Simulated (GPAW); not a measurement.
# Work function of 1T-SiSSe monolayer at several levels, part 2 of 2

Wanted: work functions and dipole of 1T-SiSSe monolayer, with the cost of each level. Where a layer proves gapped, the work function hangs on where the smearing puts the Fermi level, and the band edges take its place.

GPAW 26.7.0; GPAW, PAW setups; layer in a repeated cell with vacuum, relaxation of atoms and in-plane cell (the session's first sound run).

So far, upper work function (eV): step 3 (plane waves, PBE) 5.63; step 5 (RPBE) 5.52; step 6 (LDA) 5.89; step 7 (revPBE) 5.52; step 8 (GPAW, PAW setups) 6.00.

## (9) Real-space grid: mode = "fd"

A real-space grid is a second complete basis, so it checks the plane-wave result.

Contents of run.py:

```python
import json
import numpy as np
from ase import Atoms
from gpaw import GPAW

slab = Atoms(
    ['Se', 'Si', 'S'],
    positions=[
        [1.70481, 0.98427, 8.00000],
        [-0.00000, 0.00000, 9.45658],
        [-0.00000, 1.96854, 10.76174]],
    cell=[[3.40961, -0.0, 0.0], [-1.70481, 2.95282, 0.0], [0.0, 0.0, 18.7617]],
    pbc=[True, True, False])

slab.calc = GPAW(mode='fd', h=0.18, xc='PBE', kpts={'size': (9, 9, 1), 'gamma': True},
                 occupations={'name': 'fermi-dirac', 'width': 0.05}, nbands='200%',
                 convergence={'density': 1e-05}, maxiter=200,
                 poissonsolver={'dipolelayer': 'xy'},
                 symmetry={'tolerance': 1e-3}, txt='slab.txt')
result = {}
energy = slab.get_potential_energy()
fermi = slab.calc.get_fermi_level()
v = slab.calc.get_electrostatic_potential().mean((0, 1)) - fermi
n = slab.calc.get_pseudo_density().mean((0, 1))
L = slab.cell[2, 2]
z = np.arange(len(v)) * L / len(v)
low, high = slab.positions[:, 2].min(), slab.positions[:, 2].max()
below, above = np.interp([low - 5.8, high + 5.8], z, v)
slopes = [np.interp(x, z, np.gradient(v, z)) for x in (low - 5.8, high + 5.8)]
eps = np.array([[slab.calc.get_eigenvalues(k, s) for k in range(len(slab.calc.get_ibz_k_points()))]
                for s in range(slab.calc.get_number_of_spins())]) - fermi
top, bottom = eps[eps < 0].max(), eps[eps > 0].min()
dipole = slab.get_dipole_moment()[2]
print(f'energy {energy:.4f} eV, Fermi level {fermi:.4f} eV, dipole {dipole:.5f} e A')
print(f'potential 5.8 A off the faces, from the Fermi level: lower {below:.4f} eV, upper {above:.4f} eV')
print(f'slope of the potential there: lower {slopes[0]:.5f}, upper {slopes[1]:.5f} eV/A')
print(f'nearest levels on the mesh: {top:.4f} and {bottom:.4f} eV')
print('magnetic moment', round(slab.get_magnetic_moment(), 3))
result.update(energy=energy, fermi=fermi, dipole=dipole, below=below, above=above, slopes=slopes, edges=[top, bottom],
              z=z.tolist(), v=v.tolist(), n=n.tolist(), positions=slab.positions.tolist(),
              forces=slab.get_forces(apply_constraint=False).tolist(), moments=slab.get_magnetic_moments().tolist())
json.dump(result, open('result.json', 'w'))
```

Started as:

```console
> OMP_NUM_THREADS=1 OPENBLAS_NUM_THREADS=1 python run.py
```

Wall time 33 s (1 thread of Arm Neoverse V2, shared host); peak memory 0.29 GiB.

Numbers from this step:

```
dipole along the normal                    : -0.01876 e·Å
levels nearest the Fermi level on the mesh : -0.3870, 0.3790 eV from the Fermi level
upper work function                        : 5.630 eV
lower work function                        : 5.293 eV
upper ionisation energy                    : 6.017 eV
```

Electrostatic potential energy of an electron (without an applied field's), less the Fermi level, planar mean against z:

```tsv
z (Å)	electrostatic potential energy of an electron (without an applied field's), less the Fermi level, planar mean (eV)
0	5.46
1	5.29
2	5.29
3	5.29
4	5.29
5	5.29
6	5.16
7	2.66
8	-18.9
9	-7.34
10	-7.06
11	-11.3
12	4.67
13	5.59
14	5.63
15	5.63
16	5.63
17	5.63
18	5.63
```

The highest filled level lies 0.387 eV under the Fermi level, so the ionisation energy from the upper face is 5.630 + 0.387 = 6.017 eV, against 6.018 eV in the base run.

## (10) Atomic orbitals: mode = "lcao"

Atom-centred orbitals end a few angstrom from the surface, which tests how much the density's tail matters.

run.py: that of step 9 with these lines changed.

```diff
@@ -14,4 +14,4 @@
 
-slab.calc = GPAW(mode='fd', h=0.18, xc='PBE', kpts={'size': (9, 9, 1), 'gamma': True},
-                 occupations={'name': 'fermi-dirac', 'width': 0.05}, nbands='200%',
+slab.calc = GPAW(mode='lcao', basis='dzp', h=0.18, xc='PBE', kpts={'size': (9, 9, 1), 'gamma': True},
+                 occupations={'name': 'fermi-dirac', 'width': 0.05}, nbands='120%',
                  convergence={'density': 1e-05}, maxiter=200,
```

The job ended after 19 s (1 thread; peak memory 0.22 GiB).

Numbers from this step:

* dipole along the normal: -0.02037 e·Å
* levels nearest the Fermi level on the mesh: -0.4292, 0.4227 eV from the Fermi level
* upper work function: 5.417 eV
* lower work function: 5.050 eV
* upper ionisation energy: 5.846 eV

The highest filled level lies 0.429 eV under the Fermi level, so the ionisation energy from the upper face is 5.417 + 0.429 = 5.846 eV, against 6.018 eV in the base run.

## (11) The ladder

Times are for 1 thread of Arm Neoverse V2, shared host. The runs compared:

```tsv
no.	run	upper ionisation energy (eV)	time	memory (GiB)
1	pw	6.018	10 s	0.17
2	optPBE vdW	6.258	17 s	0.29
3	RPBE	5.940	10 s	0.17
4	LDA	6.228	9.8 s	0.17
5	revPBE	5.934	10 s	0.17
6	vdW DF2	6.420	17 s	0.29
7	fd	6.017	33 s	0.29
8	lcao	5.846	19 s	0.22
```

## (12) Side by side

Results and costs are gathered.

This step: comparison of work functions, dipole and cost (GPAW 26.7.0).

Ladder, by row:

```tsv
step	code	work function, upper (eV)	work function, lower (eV)	dipole (e Å)	wall time (s)	peak memory (GiB)	threads
pw	GPAW	5.631	5.293	-0.01873	10.04	0.17	1
optPBE-vdW	GPAW	5.836	5.486	-0.01944	16.52	0.29	1
RPBE	GPAW	5.517	5.167	-0.01939	10.1	0.17	1
LDA	GPAW	5.894	5.595	-0.01655	9.81	0.17	1
revPBE	GPAW	5.519	5.174	-0.0191	10.15	0.17	1
vdW-DF2	GPAW	6.001	5.617	-0.02129	16.76	0.29	1
fd	GPAW	5.63	5.293	-0.01876	33.19	0.29	1
lcao	GPAW	5.417	5.05	-0.02037	19.14	0.22	1
```

## (13) What came out

| Item | Value |
| --- | --- |
| work function, upper and lower face (Fermi level placed in the gap by the smearing) | 5.631 and 5.293 eV |
| ionisation energy from the upper face (highest filled level on the mesh) | 6.02 eV |
| electron affinity from the upper face (lowest empty Kohn-Sham level on the mesh) | 5.25 eV |
| dipole along the normal | -0.0187 e Å |

With plane waves and PBE the ionisation energy from the upper face is 6.02 eV and the Kohn-Sham electron affinity 5.25 eV. The two faces differ by 0.34 eV, the step that the slab's dipole makes (e p/(ε0 A) gives 0.34 eV), so the dipole layer is needed. The levels nearest the Fermi level on the mesh lie 0.766 eV apart, so the slab is gapped there: the smearing puts the Fermi level inside the gap, and from either face the ionisation energy is the work function plus 0.39 eV. Both are Kohn-Sham levels on the mesh, and semilocal gaps are too small, so the affinity tends to come out too large and the ionisation energy too small. Work functions of a gapped slab move with the place of the Fermi level in the gap; over the runs without a planted fault the highest filled level on the mesh lies 5.85 (lcao) to 6.42 eV (vdW-DF2) under the upper vacuum level. The relaxation of atoms and cell ran in a fully periodic cell without the dipole layer, so the atoms of this polar layer felt a small spurious field. The layer's cell and atoms come from the relaxation; spin-orbit coupling and temperature are left out.

[Logs are printed without paths, hosts, clocks, repeated set-up lines and the standing remarks that a program may print on its own settings, such as how far it seeks lower states.]

[Hosts, paths, dates, database ids (printed as entryN), source tags and the programs' standing remarks are cut or masked in the printed files.]
